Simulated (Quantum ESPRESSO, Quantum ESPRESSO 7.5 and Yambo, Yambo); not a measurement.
**Quasiparticle gap of SrTiO3 (Tausonite) in Yambo**

Aim: the G0W0 gap of SrTiO3 (Tausonite) on PBE, step by step.

Method: PBE and many-body steps on it, plane waves, in Quantum ESPRESSO 7.5 and Yambo 5.3.0.

**What was measured.**

- Gap 3.77 eV: direct gap (M0 critical point); spectroscopic ellipsometry, second-derivative fit; 300 K; bulk crystal (commercial single crystal) (“Optical probe of ferroelectric order in bulk and thin film perovskite titanates”, 2013, arxiv:1309.1245).

Report form: the programs' logs are mostly left out.

## Step 1: Starting point

Symmetry: Pm-3m, No. 221, cubic system. Conventional cell: a = 3.905 Å, b = 3.905 Å, c = 3.905 Å, α = 90.00°, β = 90.00°, γ = 90.00°. Nearest to Sr lie 12 O at 2.76 Å. Nearest to Ti lie 6 O at 1.95 Å. Nearest to O lie 2 Ti at 1.95 Å and 4 Sr at 2.76 Å. Farther neighbours and most contacts between anions are not listed.

The cell and positions come from the Crystallography Open Database and are kept as given unless a step says otherwise.

## Step 2: Ground state

This step: Quantum ESPRESSO 7.5; DFT, PBE, plane waves, norm-conserving pseudopotentials.

The ground-state density comes first.

The input, pw.in:

```
&control
  calculation = 'scf'
  prefix = 'x'
  outdir = 'o'
  pseudo_dir = 'pseudo'
/
&system
  ibrav = 0
  nat = 5
  ntyp = 3
  ecutwfc = 76.0
  nbnd = 26
  force_symmorphic = .true.
/
&electrons
  conv_thr = 1e-10
  electron_maxstep = 80
  mixing_beta = 0.5
/
ATOMIC_SPECIES
  Sr 87.62 Sr.upf
  Ti 47.867 Ti.upf
  O 15.999 O.upf
CELL_PARAMETERS angstrom
  3.9052800000 0.0000000000 0.0000000000
  0.0000000000 3.9052800000 0.0000000000
  0.0000000000 0.0000000000 3.9052800000
ATOMIC_POSITIONS crystal
  Sr 0.5000000000 0.5000000000 0.5000000000
  Ti 0.0000000000 0.0000000000 0.0000000000
  O 0.5000000000 0.0000000000 0.0000000000
  O 0.0000000000 0.5000000000 0.0000000000
  O 0.0000000000 0.0000000000 0.5000000000
K_POINTS automatic
  6 6 6 0 0 0
```

Launch:

```console
OMP_NUM_THREADS=1 mpirun -n 4 pw.x -nk 4 -in pw.in > pw.out
```

The job ended after 15 s (4 MPI ranks of Arm Neoverse V1, shared host; peak memory 0.32 GiB).

This step gave:

```yaml
total_energy: -3905.9468 eV
gap: 1.908 eV
k_of_the_valence_top: -0.5, -0.5, -0.5
k_of_the_conduction_bottom: 0, 0, 0
least_direct_gap: 2.263 eV
```

The gap is indirect, with the least direct gap 0.36 eV higher.

## Step 3: Bands along the symmetry lines

The cheap functional maps the bands first; the places of the edges decide which points the dearer methods must see.

The input, pw.in:

```
&control
  calculation = 'bands'
  prefix = 'x'
  outdir = 'o'
  pseudo_dir = 'pseudo'
/
&system
  ibrav = 0
  nat = 5
  ntyp = 3
  ecutwfc = 76.0
  nbnd = 26
  force_symmorphic = .true.
/
&electrons
  conv_thr = 1e-9
  electron_maxstep = 80
  diago_full_acc = .true.
  diago_thr_init = 5e-6
/
ATOMIC_SPECIES
  Sr 87.62 Sr.upf
  Ti 47.867 Ti.upf
  O 15.999 O.upf
CELL_PARAMETERS angstrom
  3.9052800000 0.0000000000 0.0000000000
  0.0000000000 3.9052800000 0.0000000000
  0.0000000000 0.0000000000 3.9052800000
ATOMIC_POSITIONS crystal
  Sr 0.5000000000 0.5000000000 0.5000000000
  Ti 0.0000000000 0.0000000000 0.0000000000
  O 0.5000000000 0.0000000000 0.0000000000
  O 0.0000000000 0.5000000000 0.0000000000
  O 0.0000000000 0.0000000000 0.5000000000
K_POINTS crystal
  50
  0.00000000 0.00000000 0.00000000 1
  0.00000000 0.06250000 0.00000000 1
  0.00000000 0.12500000 0.00000000 1
  0.00000000 0.18750000 0.00000000 1
  0.00000000 0.25000000 0.00000000 1
  0.00000000 0.31250000 0.00000000 1
  0.00000000 0.37500000 0.00000000 1
  0.00000000 0.43750000 0.00000000 1
  0.00000000 0.50000000 0.00000000 1
  0.06250000 0.50000000 0.00000000 1
  0.12500000 0.50000000 0.00000000 1
  0.18750000 0.50000000 0.00000000 1
  0.25000000 0.50000000 0.00000000 1
  0.31250000 0.50000000 0.00000000 1
  0.37500000 0.50000000 0.00000000 1
  0.43750000 0.50000000 0.00000000 1
  0.50000000 0.50000000 0.00000000 1
  0.43750000 0.43750000 0.00000000 1
  0.37500000 0.37500000 0.00000000 1
  0.31250000 0.31250000 0.00000000 1
  0.25000000 0.25000000 0.00000000 1
  0.18750000 0.18750000 0.00000000 1
  0.12500000 0.12500000 0.00000000 1
  0.06250000 0.06250000 0.00000000 1
  0.00000000 0.00000000 0.00000000 1
  0.06250000 0.06250000 0.06250000 1
  0.12500000 0.12500000 0.12500000 1
  0.18750000 0.18750000 0.18750000 1
  0.25000000 0.25000000 0.25000000 1
  0.31250000 0.31250000 0.31250000 1
  0.37500000 0.37500000 0.37500000 1
  0.43750000 0.43750000 0.43750000 1
  0.50000000 0.50000000 0.50000000 1
  0.43750000 0.50000000 0.43750000 1
  0.37500000 0.50000000 0.37500000 1
  0.31250000 0.50000000 0.31250000 1
  0.25000000 0.50000000 0.25000000 1
  0.18750000 0.50000000 0.18750000 1
  0.12500000 0.50000000 0.12500000 1
  0.06250000 0.50000000 0.06250000 1
  0.00000000 0.50000000 0.00000000 1
  0.50000000 0.50000000 0.50000000 1
  0.50000000 0.50000000 0.43750000 1
  0.50000000 0.50000000 0.37500000 1
  0.50000000 0.50000000 0.31250000 1
  0.50000000 0.50000000 0.25000000 1
  0.50000000 0.50000000 0.18750000 1
  0.50000000 0.50000000 0.12500000 1
  0.50000000 0.50000000 0.06250000 1
  0.50000000 0.50000000 0.00000000 1
```

Elapsed: 10 s, on 4 MPI ranks; peak memory 0.26 GiB.

Numbers from this step:

```yaml
gap: 1.908 eV
k_of_the_valence_top: 0.5, 0.5, 0.5
k_of_the_conduction_bottom: 0, 0, 0
least_direct_gap: 2.263 eV
```

The gap is 1.908 eV, as in the run before at this level.

Electronic bands along the path, in eV, zero at the top of the highest filled band:

| point | band 17 | band 18 | band 19 | band 20 | band 21 | band 22 | band 23 | band 24 |
| --- | --- | --- | --- | --- | --- | --- | --- | --- |
| Γ | -1.17 | -0.36 | -0.36 | -0.36 | 1.91 | 1.91 | 1.91 | 4.39 |
| halfway | -1.66 | -1.60 | -0.60 | -0.60 | 1.99 | 2.96 | 2.96 | 4.40 |
| X | -2.34 | -1.96 | -0.73 | -0.73 | 2.07 | 3.83 | 3.83 | 4.40 |
| halfway | -1.86 | -1.45 | -1.32 | -0.63 | 3.03 | 3.83 | 3.96 | 5.14 |
| M | -1.72 | -1.55 | -1.55 | -0.09 | 3.84 | 3.84 | 4.30 | 5.37 |
| halfway | -1.69 | -1.35 | -1.06 | -0.73 | 2.92 | 3.06 | 3.34 | 5.02 |
| Γ | -1.17 | -0.36 | -0.36 | -0.36 | 1.91 | 1.91 | 1.91 | 4.39 |
| halfway | -2.78 | -0.92 | -0.92 | -0.62 | 3.40 | 3.45 | 3.45 | 6.54 |
| R | -3.71 | 0.00 | 0.00 | 0.00 | 4.52 | 4.52 | 4.52 | 7.00 |
| halfway | -2.71 | -0.94 | -0.80 | -0.52 | 3.53 | 4.03 | 4.05 | 6.50 |
| X | -2.34 | -1.96 | -0.73 | -0.73 | 2.07 | 3.83 | 3.83 | 4.40 |
| jump to R | -3.71 | 0.00 | 0.00 | 0.00 | 4.52 | 4.52 | 4.52 | 7.00 |
| halfway | -3.15 | -0.66 | -0.66 | -0.04 | 4.12 | 4.12 | 4.41 | 6.82 |
| M | -1.72 | -1.55 | -1.55 | -0.09 | 3.84 | 3.84 | 4.30 | 5.37 |

## Step 4: Empty states on the mesh, 4×4×4 mesh, 268 bands

The sums over transitions need many empty states on a uniform mesh; this step solves for them.

The input, pw.in:

```
&control
  calculation = 'nscf'
  prefix = 'x'
  outdir = 'o'
  pseudo_dir = 'pseudo'
/
&system
  ibrav = 0
  nat = 5
  ntyp = 3
  ecutwfc = 76.0
  nbnd = 268
  force_symmorphic = .true.
/
&electrons
  conv_thr = 1e-9
  electron_maxstep = 80
  diago_full_acc = .true.
  diago_thr_init = 5e-6
/
ATOMIC_SPECIES
  Sr 87.62 Sr.upf
  Ti 47.867 Ti.upf
  O 15.999 O.upf
CELL_PARAMETERS angstrom
  3.9052800000 0.0000000000 0.0000000000
  0.0000000000 3.9052800000 0.0000000000
  0.0000000000 0.0000000000 3.9052800000
ATOMIC_POSITIONS crystal
  Sr 0.5000000000 0.5000000000 0.5000000000
  Ti 0.0000000000 0.0000000000 0.0000000000
  O 0.5000000000 0.0000000000 0.0000000000
  O 0.0000000000 0.5000000000 0.0000000000
  O 0.0000000000 0.0000000000 0.5000000000
K_POINTS automatic
  4 4 4 0 0 0
```

Wall time 44 s (4 MPI ranks); peak memory 0.65 GiB.

This step gave:

| Quantity | Value |
| --- | --- |
| gap | 1.908 eV |
| k of the valence top | -0.5, -0.5, -0.5 |
| k of the conduction bottom | 0, 0, 0 |
| least direct gap | 2.263 eV |
| k points computed | 10 |
| lowest point of the top converged band, above the valence top | 135.2067 eV |

On this mesh the gap is 1.908 eV.

## Step 5: Conversion and set-up

This step: Yambo 5.3.0; conversion and set-up on PBE, plane waves, norm-conserving pseudopotentials.

The states are converted to the many-body program's format and the q mesh is built.

Launch:

```console
(cd o/x.save; p2y > p2y.log; mv SAVE ../..); yambo > setup.log
```

Wall time 3.3 s (1 MPI rank); peak memory 0.25 GiB.

## Step 6: Screening and self-energy, 4×4×4 mesh, 268 bands, screening to 210.9 eV

G0W0 replaces the xc potential by the self-energy, built once from these orbitals. Only a window of levels is corrected, while the sums run over the empty bands that the input names.

This step: G0W0 on PBE, plane waves, norm-conserving pseudopotentials.

The input, gw1.in:

```
HF_and_locXC
gw0
dyson
ppa
em1d
rim_cut
RandQpts= 1000000
RandGvec= 1 RL
EXXRLvcs= 76 Ry
VXCRLvcs= 304 Ry
Chimod= "HARTREE"
% BndsRnXp
 1 | 268 |
%
NGsBlkXp= 15.5 Ry
% LongDrXp
 1 | 1 | 1 |
%
% GbndRnge
 1 | 268 |
%
DysSolver= "n"
ExtendOut
PPAPntXp= 27.21138 eV
% QPkrange
 10 | 10 | 19 | 22 |
 1 | 1 | 19 | 22 |
%
```

Launch:

```console
OMP_NUM_THREADS=1 mpirun -n 4 yambo -F gw1.in -J gw1 -C gw1 > gw1.log
```

Wall time 12 min (4 MPI ranks); peak memory 2.3 GiB.

Numbers from this step:

| Item | Value |
| --- | --- |
| G0W0 gap on the points computed | 3.462 eV |
| starting gap on the mesh | 1.908 eV |
| k of the valence top | -0.5, -0.5, -0.5 |
| k of the conduction bottom | 0, 0, 0 |
| least direct G0W0 gap on the computed points | 3.835 eV |
| Z at the valence top | 0.7622 |
| Z at the conduction bottom | 0.7756 |

The gap on the mesh goes from 1.91 eV to 3.46 eV, a correction of +1.55 eV.

Limits: finite bands, cutoff and mesh; no spin-orbit coupling; coarse k mesh. v1 is the top filled band, c1 the lowest empty one. The levels before and after the correction (eV, zero at the valence-band top of each column):

|  | conduction bottom | valence top |
| --- | --- | --- |
| Kohn-Sham | 1.91 | 0.00 |
| G0W0 | 3.46 | 0.00 |

|  | level | energy (eV) |
| --- | --- | --- |
| Kohn-Sham | Γ v2-v1 | -0.355 |
| Kohn-Sham | Γ c1-c2 | 1.908 |
| Kohn-Sham | (-0.5 -0.5 -0.5) v2-v1 | 0.000 |
| Kohn-Sham | (-0.5 -0.5 -0.5) c1-c2 | 4.517 |
| G0W0 | Γ v2-v1 | -0.373 |
| G0W0 | Γ c1-c2 | 3.462 |
| G0W0 | (-0.5 -0.5 -0.5) v2-v1 | 0.000 |
| G0W0 | (-0.5 -0.5 -0.5) c1-c2 | 6.319 |

## Step 7: Where the time went

Times are wall times on the hardware named with each run, good to a factor of about two.

| step | time | share | memory (GiB) |
| --- | --- | --- | --- |
| ground state | 15 s | 2 % | 0.32 |
| bands along the symmetry lines | 10 s | 1 % | 0.26 |
| empty states on the mesh | 44 s | 5 % | 0.65 |
| conversion and set-up | 3.3 s | 0 % | 0.25 |
| screening and self-energy | 12 min | 91 % | 2.3 |

## Step 8: Results

```yaml
pbe_gap: 1.91 eV, indirect
g0w0_gap_on_the_mesh: 3.46 eV
gw_settings: 4×4×4 mesh, 268 bands, screening to 210.9 eV, Godby-Needs plasmon pole
known_limits: not at the basis limit; no spin-orbit coupling; coarse k mesh
```

G0W0 moves the gap on the mesh from 1.91 eV to 3.46 eV (+1.55 eV), with Z of 0.76 and 0.78 at the edges. Only 2 of the mesh's irreducible points were corrected, so a valley elsewhere could overtake. The dearest step here is «screening and self-energy». Against experiment, by G0W0@PBE: the direct gap of 3.83 eV lies +0.06 eV from the measured 3.77 eV (direct, 300 K, 2013). An exciton line or allowed optical edge lies below the quasiparticle gap by the binding energy; a forbidden edge can push the onset above it. The calculation has static nuclei and no excitons; a measured gap holds zero-point and thermal motion, which mostly lowers it. Bands and cutoff are finite, so the gap is not at the basis limit. The miss can reach some tenths of an eV and take either sign; the mesh is an error of its own. In the G0W0 run levels were corrected at 2 k points alone, so a gap called «on the mesh» is the least over those, and an edge elsewhere would be missed. The 4×4×4 mesh is coarse for this cell, which bears on the long-range parts of exchange and screening. This is the ideal cubic cell; many perovskites, halides above all, are cubic only on average, and local tilts or off-centring can widen the gap. The many-body steps are scalar-relativistic: spin-orbit coupling is not in them.

[Paths, hosts, dates, memory and timing lines, banners, echoed tables and standing remarks are left out of the program output.]

[Logs are printed without paths, hosts, clocks, repeated set-up lines and the standing remarks that a program may print on its own settings, such as how far it seeks lower states.]

[Runs of the session that timed out or met a known fault of the program may be left out.]

[Hosts, paths, dates, database ids (printed as entryN), source tags and the programs' standing remarks are cut or masked in the printed files.]
